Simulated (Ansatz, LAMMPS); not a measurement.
# Elastic response of glassy 61Al2O3-39P2O5 (mol %) (104 atoms)

How stiff is glassy 61Al2O3-39P2O5 (mol %) (104 atoms), and how do its levels respond to strain?

Method: Kohn-Sham DFT, r2SCAN, PAW (set soft_2), plane waves, in Ansatz 0.2.0.

### Step 1. Set-up

The cell holds 104 atoms: 22 Al, 14 P and 68 O. Its edges and angles: a = 10.807 Å, b = 10.807 Å, c = 10.807 Å, α = 90.0°, β = 90.0°, γ = 90.0°. 104 atoms (22 Al, 14 P, 68 O) placed at random at 2.66 g/cm³, melted at 4000 K for 10 ps at fixed volume with the Morse and Coulomb pair potential with partial charges (Pedone, Malavasi, Menziani, Cormack and Segre, J. Phys. Chem. B 110, 11780 (2006)). Quenched from 4000 K to 300 K at 50 K/ps and fixed volume, held 10 ps at zero pressure.

What the set-up can't give: The quench rate of 50 K/ps far exceeds what a furnace or splat quench reaches, so expect more defects and frozen-in strain than in a real sample. The starting topology of bonds comes from the classical model, and needn't be the one that DFT or experiment would give. The Brillouin zone is sampled at Γ only.

### Step 2. Single point at the start

The forces at the start show how far the geometry lies from a minimum of this functional.

input.yaml reads:

```yaml
crystal:
  lattice:
    - [10.80682, 0.0, 0.0]
    - [0.0, 10.80682, 0.0]
    - [0.0, 0.0, 10.80682]
  atoms:
    - { symbol: Al, position: [0.1666, 0.14787, 0.24229] }
    - { symbol: Al, position: [0.87928, 0.98925, 0.90526] }
    - { symbol: Al, position: [0.55401, 0.47186, 0.00779] }
    - { symbol: Al, position: [0.96797, 0.77766, 0.11205] }
    - { symbol: Al, position: [0.35962, 0.897, 0.83688] }
    - { symbol: Al, position: [0.43703, 0.17078, 0.84214] }
    - { symbol: Al, position: [0.45301, 0.8343, 0.44385] }
    - { symbol: Al, position: [0.64194, 0.99588, 0.48515] }
    - { symbol: Al, position: [0.4656, 0.52463, 0.46776] }
    - { symbol: Al, position: [0.9393, 0.03565, 0.37523] }
    - { symbol: Al, position: [0.89202, 0.26683, 0.22994] }
    - { symbol: Al, position: [0.08491, 0.13533, 0.58501] }
    - { symbol: Al, position: [0.01673, 0.77736, 0.67908] }
    - { symbol: Al, position: [0.63311, 0.80222, 0.81955] }
    - { symbol: Al, position: [0.8447, 0.9988, 0.65688] }
    - { symbol: Al, position: [0.7444, 0.74511, 0.5742] }
    - { symbol: Al, position: [0.52733, 0.77057, 0.07995] }
    - { symbol: Al, position: [0.36461, 0.04478, 0.59215] }
    - { symbol: Al, position: [0.88054, 0.44758, 0.70646] }
    - { symbol: Al, position: [0.91088, 0.51013, 0.14578] }
    - { symbol: Al, position: [0.33244, 0.582, 0.08484] }
    - { symbol: Al, position: [0.72063, 0.86928, 0.25813] }
    - { symbol: P, position: [0.23969, 0.65522, 0.80864] }
    - { symbol: P, position: [0.16419, 0.85094, 0.44116] }
    - { symbol: P, position: [0.6004, 0.25212, 0.20384] }
    - { symbol: P, position: [0.0347, 0.3922, 0.45971] }
    - { symbol: P, position: [0.39076, 0.25505, 0.40506] }
    - { symbol: P, position: [0.69418, 0.2278, 0.66766] }
    - { symbol: P, position: [0.80071, 0.6088, 0.93162] }
    - { symbol: P, position: [0.24681, 0.89306, 0.09252] }
    - { symbol: P, position: [0.41941, 0.43685, 0.74613] }
    - { symbol: P, position: [0.15504, 0.59135, 0.301] }
    - { symbol: P, position: [0.68647, 0.60855, 0.31379] }
    - { symbol: P, position: [0.25284, 0.30004, 0.02183] }
    - { symbol: P, position: [0.02473, 0.24116, 0.85217] }
    - { symbol: P, position: [0.62549, 0.03159, 0.03189] }
    - { symbol: O, position: [0.59054, 0.51236, 0.35407] }
    - { symbol: O, position: [0.28701, 0.17906, 0.34486] }
    - { symbol: O, position: [0.94049, 0.87657, 0.99223] }
    - { symbol: O, position: [0.49765, 0.82494, 0.90952] }
    - { symbol: O, position: [0.48166, 0.61161, 0.06303] }
    - { symbol: O, position: [0.30791, 0.76894, 0.75752] }
    - { symbol: O, position: [0.71309, 0.71777, 0.92476] }
    - { symbol: O, position: [0.13538, 0.81294, 0.12236] }
    - { symbol: O, position: [0.06087, 0.92324, 0.38527] }
    - { symbol: O, position: [0.49997, 0.45258, 0.86187] }
    - { symbol: O, position: [0.99654, 0.13601, 0.26233] }
    - { symbol: O, position: [0.74084, 0.92526, 0.80068] }
    - { symbol: O, position: [0.9412, 0.36469, 0.35971] }
    - { symbol: O, position: [0.22767, 0.01284, 0.1635] }
    - { symbol: O, position: [0.15664, 0.72296, 0.36048] }
    - { symbol: O, position: [0.2627, 0.91491, 0.95415] }
    - { symbol: O, position: [0.27837, 0.57077, 0.23375] }
    - { symbol: O, position: [0.44135, 0.6706, 0.46205] }
    - { symbol: O, position: [0.04815, 0.57392, 0.21283] }
    - { symbol: O, position: [0.9623, 0.91766, 0.73284] }
    - { symbol: O, position: [0.4153, 0.18341, 0.52178] }
    - { symbol: O, position: [0.57567, 0.90599, 0.35751] }
    - { symbol: O, position: [0.90787, 0.62229, 0.02322] }
    - { symbol: O, position: [0.85376, 0.80322, 0.21782] }
    - { symbol: O, position: [0.36718, 0.04187, 0.7623] }
    - { symbol: O, position: [0.12013, 0.49926, 0.40421] }
    - { symbol: O, position: [0.56136, 0.35064, 0.11703] }
    - { symbol: O, position: [0.2029, 0.03503, 0.56438] }
    - { symbol: O, position: [0.93851, 0.34439, 0.82016] }
    - { symbol: O, position: [0.80708, 0.14734, 0.72367] }
    - { symbol: O, position: [0.71495, 0.5121, 0.99288] }
    - { symbol: O, position: [0.79095, 0.00944, 0.33057] }
    - { symbol: O, position: [0.79128, 0.55012, 0.24022] }
    - { symbol: O, position: [0.92161, 0.35912, 0.10375] }
    - { symbol: O, position: [0.72192, 0.68007, 0.42901] }
    - { symbol: O, position: [0.37328, 0.39143, 0.4241] }
    - { symbol: O, position: [0.48246, 0.46214, 0.62238] }
    - { symbol: O, position: [0.50089, 0.24742, 0.31018] }
    - { symbol: O, position: [0.12569, 0.80153, 0.56882] }
    - { symbol: O, position: [0.35856, 0.21655, 0.98975] }
    - { symbol: O, position: [0.10821, 0.66351, 0.76519] }
    - { symbol: O, position: [0.25504, 0.64675, 0.94957] }
    [... 20 atom lines left out ...]
    - { symbol: O, position: [0.7473, 0.35732, 0.64764] }
    - { symbol: O, position: [0.89002, 0.71328, 0.61543] }
    - { symbol: O, position: [0.58753, 0.22539, 0.75557] }
    - { symbol: O, position: [0.36498, 0.82463, 0.13082] }
    - { symbol: O, position: [0.59363, 0.12958, 0.13456] }
    - { symbol: O, position: [0.14348, 0.29143, 0.92791] }
kpoints:
  mp_grid: { grid: [1, 1, 1] }
hamiltonian:
  xc: r2scan
scf:
  occupations: { method: fermi_dirac, width: 0.05 }
output:
  forces: true
```

The run is started by

```bash
$ ansatz run input.yaml --threads 4 --pin off --max-ram 8192MiB --backend cpu --events-out ev --progress --plain --runs-dir out
```

Numbers of over 12 decimals in the logs are rounded to 6 here.

What it wrote:

```text
[...]
Pseudopotentials: kind: paw
Pseudopotential: Al, paw, valence charge 3, recommended cutoff 500 eV (meta_gga), Al.paw.azcp
Pseudopotential: P, paw, valence charge 5, recommended cutoff 500 eV (meta_gga), P.paw.azcp
Pseudopotential: O, paw, valence charge 6, recommended cutoff 500 eV (meta_gga), O.paw.azcp
[... 6 lines on functional and potentials left out ...]
Crystal: 104 atoms, lattice volume = 1262.100 Å³
Basis set: ecut = 500 eV, 31967 PW (Γ), exchange–correlation on 320×320×320 points (64 copies of the dense FFT grid, shifted against one another)
Bands: 376, of which v1, the nominal top of the filled ones, is band 272 counted from 1 (271 counted from 0)
Symmetry: 1 space group operations
Space group: P1 (ITA 1), of the structure as read, at distance tolerance 1.1e-4 Å
k-points: 1
[... 10 lines on functional and potentials left out ...]
Initial density: superposition of atomic densities (neutral atoms: chi_scale 0, normalization atom), corrected by the library's trained network
Initial wavefunctions: pseudopotential atomic-orbital guess
[...]
SCF iter   1: F=—  HF=-61281.701613 eV  |F-HF|=—  |Δ(HF+E_count)|=         —  Δρ=8.92e-3  dr2=1.26e0  dr2_τ=9.17e0  ethr=1.77e-3  ⟨swp⟩=7.0  Hψ=1991  notcnv=0  defer=61
preconditioner: auto → Resta (q_TF=auto, 2.371 Å⁻¹)  ε∞=2.9  [insulator: Δε(μ)=3.730 eV  Ē_g=17.595 eV  σ=0.050 eV  W_gap=1.00  n_scr=256 (ndim 8)  ℏωp=24.4 eV  f_vac=0.111  D(μ)=0.00/eV (n_scr^D=0)  ε∞_Penn≈2.9]
SCF iter   2: F=—  HF=-61284.448596 eV  |F-HF|=—  |Δ(HF+E_count)|=    2.75e0  Δρ=5.28e-3  dr2=2.64e-1  dr2_τ=2.76e-2  ethr=2.31e-4  ⟨swp⟩=3.0  Hψ=716  notcnv=0  defer=98
SCF iter   3: F=—  HF=-61284.403130 eV  |F-HF|=—  |Δ(HF+E_count)|=   4.55e-2  Δρ=1.54e-3  dr2=3.40e-2  dr2_τ=4.77e-3  ethr=4.86e-5  ⟨swp⟩=2.0  Hψ=489  notcnv=0  defer=37
automatic band count: iteration 3 solves 315 bands in place of 376: the levels show a gap, and the empty bands left out lie too high to hold charge; the band table lists the bands solved (type scf.n_extra_bands for more)
SCF iter   4: F=—  HF=-61284.397223 eV  |F-HF|=—  |Δ(HF+E_count)|=   5.91e-3  Δρ=6.50e-4  dr2=4.12e-3  dr2_τ=7.33e-4  ethr=6.24e-6  ⟨swp⟩=3.0  Hψ=542  notcnv=0  defer=37
SCF iter   5: F=—  HF=-61284.396801 eV  |F-HF|=—  |Δ(HF+E_count)|=   4.23e-4  Δρ=1.96e-4  dr2=5.13e-4  dr2_τ=5.12e-5  ethr=7.57e-7  ⟨swp⟩=3.0  Hψ=580  notcnv=0  defer=37
SCF iter   6: F=—  HF=-61284.396882 eV  |F-HF|=—  |Δ(HF+E_count)|=   8.10e-5  Δρ=7.56e-5  dr2=6.06e-5  dr2_τ=8.90e-6  ethr=9.42e-8  ⟨swp⟩=3.0  Hψ=587  notcnv=0  defer=37
SCF iter   7: F=—  HF=-61284.396906 eV  |F-HF|=—  |Δ(HF+E_count)|=   2.40e-5  Δρ=2.67e-5  dr2=7.73e-6  dr2_τ=1.10e-6  ethr=1.11e-8  ⟨swp⟩=3.0  Hψ=583  notcnv=0  defer=37
SCF iter   8: F=—  HF=-61284.396908 eV  |F-HF|=—  |Δ(HF+E_count)|=   2.04e-6  Δρ=8.42e-6  dr2=9.44e-7  dr2_τ=9.80e-8  ethr=1.42e-9  ⟨swp⟩=3.0  Hψ=524  notcnv=0  defer=37
SCF iter   9: F=-61284.396908 eV  HF=-61284.396908 eV  |F-HF|=1.22e-8  |Δ(HF+E_count)|=   3.55e-7  Δρ=2.95e-6  dr2=9.69e-8  dr2_τ=1.12e-8  ethr=1.84e-11  ⟨swp⟩=4.0  Hψ=1344  notcnv=0
SCF 1 converged in 9 iterations: F = -61284.396908 eV  dr2 = 9.69e-8
[...]
SCF converged after 9 iterations
Free energy (F): -61284.396908 eV
Harris-Foulkes:  -61284.396908 eV  (|F-HF|=1.22e-8)
Internal energy: -61284.396908 eV  (E = F + TS)
E sigma→0 (E₀):  -61284.396908 eV
Fermi energy:    6.695423 eV
--- Per-component energies (eV) ---
[...]
Σ components = -61284.396908   (vs F -61284.396908, Δ=0.00e0)
--- Forces (eV/Å), atoms counted from 1 ---
  atom   1  Al    -0.10100600    -2.86443007     0.13238164
  atom   2  Al    -1.36334218    -1.27934615    -1.43365573
  atom   3  Al     2.31427695     0.82275660     0.13748466
  atom   4  Al     0.09988713     2.58226640    -1.55442867
[...]
atom 104  O     -0.59202651     0.70478987    -0.73539761
  max |Σ_I F_I| component: 5.00e-4 eV/Å
```

Wall time 12 s (4 threads of AMD EPYC 9R45, shared host); peak memory 3.4 GiB.

The r.m.s. force at the start is 1.2 eV/Å.

### Step 3. Cell and atoms relaxed

Cell and atoms are freed together, to release stress as well as forces.

input.yaml reads:

```yaml
crystal:
  lattice:
    - [10.80682, 0.0, 0.0]
    - [0.0, 10.80682, 0.0]
    - [0.0, 0.0, 10.80682]
  atoms:
    [... the 104 atom lines of step 2 ...]
kpoints:
  mp_grid: { grid: [1, 1, 1] }
hamiltonian:
  xc: r2scan
scf:
  occupations: { method: fermi_dirac, width: 0.05 }
output:
  forces: true
relax:
  f_tol: 0.05
  max_steps: 150
  cell: {}
```

What it wrote:

```text
[...]
Crystal: 104 atoms, lattice volume = 1262.100 Å³
Basis set: ecut = 500 eV, 31967 PW (Γ), exchange–correlation on 320×320×320 points (64 copies of the dense FFT grid, shifted against one another)
Bands: 376, of which v1, the nominal top of the filled ones, is band 272 counted from 1 (271 counted from 0)
Symmetry: 1 space group operations
[...]
k-points: 1
[...]
SCF iter   1: F=—  HF=-61281.701613 eV  |F-HF|=—  |Δ(HF+E_count)|=         —  Δρ=8.92e-3  dr2=1.26e0  dr2_τ=9.17e0  ethr=1.77e-3  ⟨swp⟩=7.0  Hψ=1991  notcnv=0  defer=61
[...]
SCF iter   5: F=—  HF=-61284.396784 eV  |F-HF|=—  |Δ(HF+E_count)|=   4.17e-4  Δρ=1.96e-4  dr2=5.13e-4  dr2_τ=5.12e-5  ethr=7.57e-7  ⟨swp⟩=3.0  Hψ=580  notcnv=0  defer=37
[...]
SCF iter   9: F=—  HF=-61284.396908 eV  |F-HF|=—  |Δ(HF+E_count)|=   3.53e-7  Δρ=3.00e-6  dr2=1.00e-7  dr2_τ=1.16e-8  ethr=1.74e-10  ⟨swp⟩=3.0  Hψ=583  notcnv=0  defer=37
SCF iter  10: F=-61284.396908 eV  HF=-61284.396908 eV  |F-HF|=7.93e-9  |Δ(HF+E_count)|=   4.06e-8  Δρ=1.56e-6  dr2=2.49e-8  dr2_τ=3.81e-9  ethr=1.84e-11  ⟨swp⟩=5.0  Hψ=1068  notcnv=0
SCF 1 converged in 10 iterations: F = -61284.396908 eV  dr2 = 2.49e-8
[...]
relax step   1: F+E_penalty+E_count = -61284.39690812 eV  Δ(F+E_penalty+E_count) = +0.000e0 eV  max|allowed force component| = 4.052e0 eV/Å  Δτ_max = 0.0000 Å  P = +0.111 GPa  Ω = 1262.100 Å³  (10 SCF iters, dr2 threshold 1.00e-7 eV, accepted)
[... from here on, the SCF cycles and remarks between the steps are left out ...]
relax step   2: F+E_penalty+E_count = -61288.51432388 eV  Δ(F+E_penalty+E_count) = -4.117e0 eV  max|allowed force component| = 2.604e0 eV/Å  Δτ_max = 0.1137 Å  P = -0.102 GPa  Ω = 1259.890 Å³  energy of the carried Pulay correction = +9.915e-4 eV  (8 SCF iters, dr2 threshold 1.04e-5 eV, accepted)
relax step   3: F+E_penalty+E_count = -61292.08915501 eV  Δ(F+E_penalty+E_count) = -3.575e0 eV  max|allowed force component| = 1.419e0 eV/Å  Δτ_max = 0.2000 Å  P = -0.115 GPa  Ω = 1252.359 Å³  energy of the carried Pulay correction = +4.383e-3 eV  (8 SCF iters, dr2 threshold 1.04e-5 eV, accepted)
relax step   4: F+E_penalty+E_count = -61292.63157574 eV  Δ(F+E_penalty+E_count) = -5.424e-1 eV  max|allowed force component| = 1.688e0 eV/Å  Δτ_max = 0.1124 Å  P = +0.135 GPa  Ω = 1245.920 Å³  energy of the carried Pulay correction = +7.299e-3 eV  (7 SCF iters, dr2 threshold 1.04e-5 eV, accepted)
relax step   5: F+E_penalty+E_count = -61292.78719420 eV  Δ(F+E_penalty+E_count) = -1.556e-1 eV  max|allowed force component| = 1.418e0 eV/Å  Δτ_max = 0.2000 Å  P = -0.111 GPa  Ω = 1240.773 Å³  energy of the carried Pulay correction = +9.640e-3 eV  (8 SCF iters, dr2 threshold 1.04e-5 eV, accepted)
relax step   6: F+E_penalty+E_count = -61292.98154643 eV  Δ(F+E_penalty+E_count) = -1.944e-1 eV  max|allowed force component| = 3.577e-1 eV/Å  Δτ_max = 0.2000 Å  P = -0.036 GPa  Ω = 1239.781 Å³  energy of the carried Pulay correction = +1.009e-2 eV  (7 SCF iters, dr2 threshold 1.04e-5 eV, accepted)
relax step   7: F+E_penalty+E_count = -61293.04306488 eV  Δ(F+E_penalty+E_count) = -6.152e-2 eV  max|allowed force component| = 3.285e-1 eV/Å  Δτ_max = 0.2000 Å  P = -0.006 GPa  Ω = 1235.317 Å³  energy of the carried Pulay correction = +1.213e-2 eV  (7 SCF iters, dr2 threshold 8.00e-6 eV, accepted)
relax step   8: F+E_penalty+E_count = -61293.09030617 eV  Δ(F+E_penalty+E_count) = -4.724e-2 eV  max|allowed force component| = 1.928e-1 eV/Å  Δτ_max = 0.1533 Å  P = -0.011 GPa  Ω = 1235.059 Å³  energy of the carried Pulay correction = +1.225e-2 eV  (8 SCF iters, dr2 threshold 6.75e-6 eV, accepted)
relax step   9: F+E_penalty+E_count = -61293.10411333 eV  Δ(F+E_penalty+E_count) = -1.381e-2 eV  max|allowed force component| = 3.127e-2 eV/Å  Δτ_max = 0.0435 Å  P = +0.013 GPa  Ω = 1234.815 Å³  energy of the carried Pulay correction = +1.236e-2 eV  (7 SCF iters, dr2 threshold 2.32e-6 eV, accepted)
relax step  10: F+E_penalty+E_count = -61293.08980283 eV  Δ(F+E_penalty+E_count) = +1.431e-2 eV  max|allowed force component| = 3.117e-2 eV/Å  Δτ_max = 0.0000 Å  P = +0.022 GPa  Ω = 1234.815 Å³  stress off target by 5.31e-2 GPa  SCF on the basis re-selected at this cell (its energy is not comparable with the rows above)  (6 SCF iters)
relax step  11: F+E_penalty+E_count = -61293.09169528 eV  Δ(F+E_penalty+E_count) = -1.892e-3 eV  max|allowed force component| = 1.881e-2 eV/Å  Δτ_max = 0.0244 Å  P = -0.004 GPa  Ω = 1234.803 Å³  energy of the carried Pulay correction = +4.989e-6 eV  (9 SCF iters, dr2 threshold 7.04e-9 eV, accepted)
relax step  12: F+E_penalty+E_count = -61293.09153738 eV  Δ(F+E_penalty+E_count) = +1.579e-4 eV  max|allowed force component| = 1.881e-2 eV/Å  Δτ_max = 0.0000 Å  P = -0.004 GPa  Ω = 1234.803 Å³  stress off target by 1.26e-2 GPa  SCF on the basis re-selected at this cell (its energy is not comparable with the rows above)  (4 SCF iters)
[...]
SCF converged after 4 iterations
Free energy (F): -61293.091537 eV
[...]
Internal energy: -61293.091537 eV  (E = F + TS)
E sigma→0 (E₀):  -61293.091537 eV
Fermi energy:    6.405452 eV
[...]
Σ components = -61293.091537   (vs F -61293.091537, Δ=0.00e0)
--- Forces (eV/Å), atoms counted from 1 ---
  atom   1  Al     0.00834251    -0.00429880    -0.00029952
  atom   2  Al    -0.00491743    -0.00433804    -0.00894609
  atom   3  Al    -0.00437038     0.00514509     0.00150879
  atom   4  Al     0.01213684    -0.00511491     0.01530855
[...]
atom 104  O     -0.00527243    -0.00403504     0.00066433
  max |Σ_I F_I| component: 6.10e-5 eV/Å
--- Stress (GPa, compression-positive) ---
       -0.001656      -0.006689       0.004497
       -0.006703      -0.000822       0.001065
        0.004516       0.001080      -0.008786
  P = ⅓ Tr σ = -0.0038 GPa (-0.038 kbar)
--- Relaxed structure (10 steps of the walk, 10 accepted, 2 SCFs on fresh bases) ---
  F+E_penalty+E_count = -61293.09153738 eV   max|allowed force component| = 1.881e-2 eV/Å   (the final SCF, on the basis selected at the relaxed cell)
  cell:  # Å, volume = 1234.8033 Å³
    - [10.572554, -0.132841, 0.188543]
    - [-0.132841, 10.708459, -0.048761]
    - [0.188543, -0.048761, 10.911901]
  atoms:
    - { symbol: Al, position: [0.172503, 0.130050, 0.236814] }
    - { symbol: Al, position: [0.885950, 0.988274, 0.890900] }
    - { symbol: Al, position: [0.559387, 0.469070, 0.00326106] }
    - { symbol: Al, position: [0.966807, 0.800977, 0.111728] }
[...]
- { symbol: O, position: [0.149330, 0.308263, 0.909987] }
```

It took 2.2 min on 4 threads; peak memory 3.3 GiB.

The relaxation converged after 10 steps, with a largest force component of 0.019 eV/Å.

(Continued in part 2 of 3.)

[Logs are printed without paths, hosts, clocks, repeated set-up lines and the standing remarks that a program may print on its own settings, such as how far it seeks lower states.]

[Hosts, paths, dates, database ids (printed as entryN), source tags and the programs' standing remarks are cut or masked in the printed files.]
